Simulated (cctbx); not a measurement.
# Accept or mend?

Cell a = 24.1000 Å, b = 24.1000 Å, c = 4.2960 Å, α = 90.00°, β = 90.00°, γ = 120.00°; space group R3m (no. 160).

The data are simulated with cctbx, not measured: Cu Kα, λ = 1.54184 Å, to d = 0.83 Å, 70 % of the full sphere, strongest reflection 40000 counts, noise from counting, a 3 % proportional error and a noise floor of 2 counts (s.d.); no absorption, and some extinction, which the refinements don't model.

An anisotropic refinement with weights 1/σ² prints:

```text
Rint 0.023, 72 unique reflections to 2.01 A
cycle     R1     wR2    GooF  max shift (A)
   1  0.0133  0.0303   2.514   0.03438
  12  0.0048  0.0130   1.076   0.00223
final R1 0.0048 wR2 0.0130 GooF 1.073  parameters 48  data/parameter 1.5
atom        x        y        z      Ueq    occ   su(xyz)  su(Uiso or U11)
Ta1    0.00000  0.00000  0.30468   0.0070  1.000  0.00110  0.0258  NPD
Br1    0.44301  0.72151  0.66394   0.0083  1.000  0.00221  0.0232  NPD
S1     0.60231  0.80115  0.39738   0.0005  1.000  0.01569  0.0627  NPD
S2     0.50510  0.88263  0.25912   0.0068  1.000  0.00994  0.0528  NPD
S3     0.57592  0.95892  0.05979   0.0045  1.000  0.00490  0.0454  NPD
S4     0.81783  0.90892  0.35480   0.0246  1.000  0.01189  0.0729  NPD
S5     0.58309  0.03481  0.30796   0.0259  1.000  0.01019  0.0546  NPD
difference map: max 0.01 min -0.01 rms 0.00
Q1    0.1239  0.3670  0.0081   18    0.01  1.58 A from S5
Q2    0.0845  0.0422  0.5965    9    0.01  1.80 A from Br1
Q3    0.9969  0.3588  0.1527   18    0.01  1.45 A from S3
Q4    0.0736  0.1472  0.6633    9    0.01  1.51 A from S4
Q5    0.2179  0.4079  0.5192   18    0.01  0.66 A from S1
Q6    0.0000  0.0000  0.0805    3    0.01  0.96 A from Ta1
```

Q: Accept it or mend it, and why?

Mend it. The fault: data cut at low resolution. Against the right model at the same level, R1 goes from 0.0087 to 0.0048 and GooF from 1.00 to 1.07 and Ta1, Br1, S1, S2, S3, S4 and S5 go non-positive-definite. The atoms are right, but there are too few data for the parameters: R1 flatters and the s.u.s grow. Data per parameter fall from 19.6 to 1.5. The fit had not settled when the cycles ran out.

The compound is TaS24Br3. The right model at the same level gives:

```text
Rint 0.024, 942 unique reflections to 0.83 A
cycle     R1     wR2    GooF  max shift (A)
   1  0.0187  0.0543   2.646   0.00242
   2  0.0087  0.0205   1.001   0.00023
final R1 0.0087 wR2 0.0205 GooF 1.001  parameters 48  data/parameter 19.6
atom        x        y        z      Ueq    occ   su(xyz)  su(Uiso or U11)
Ta1    0.00000  0.00000  0.30470   0.0069  1.000  0.00002  0.0001
Br1    0.44390  0.72195  0.66655   0.0131  1.000  0.00005  0.0001
S1     0.60156  0.80078  0.39659   0.0185  1.000  0.00015  0.0003
S2     0.50598  0.88112  0.25629   0.0170  1.000  0.00010  0.0002
S3     0.57518  0.95935  0.05605   0.0135  1.000  0.00010  0.0002
S4     0.81511  0.90756  0.35324   0.0132  1.000  0.00014  0.0003
S5     0.58255  0.03262  0.30405   0.0168  1.000  0.00010  0.0002
Flack x: 0.002(3)
Hooft y: 0.001(5)  Bijvoet pairs: 463
difference map: max 0.18 min -0.37 rms 0.05
Q1    0.0000  0.0000  0.4908    3    0.19  0.80 A from Ta1
Q2    0.1081  0.0123  0.6130   18    0.16  1.94 A from Br1
Q3    0.0525  0.1633  0.6929   18    0.15  1.45 A from S2
Q4    0.0401  0.0801  0.6852    9    0.15  2.34 A from Ta1
Q5    0.0702  0.0184  0.7150   18    0.15  1.54 A from Br1
Q6    0.1374  0.3491  0.0225   18    0.14  1.83 A from S5
```

Isotropic U is held between 0.0001 and 1 Å² by the program, and listed peak heights are interpolated, so they can pass the grid's maximum.

The model is made up (kin elements in a known structure type, no relaxation), so it says nothing on whether the phase exists.

[Middle refinement cycles are left out of these outputs.]

[Logs are printed without paths, hosts, clocks, repeated set-up lines and the standing remarks that a program may print on its own settings, such as how far it seeks lower states.]
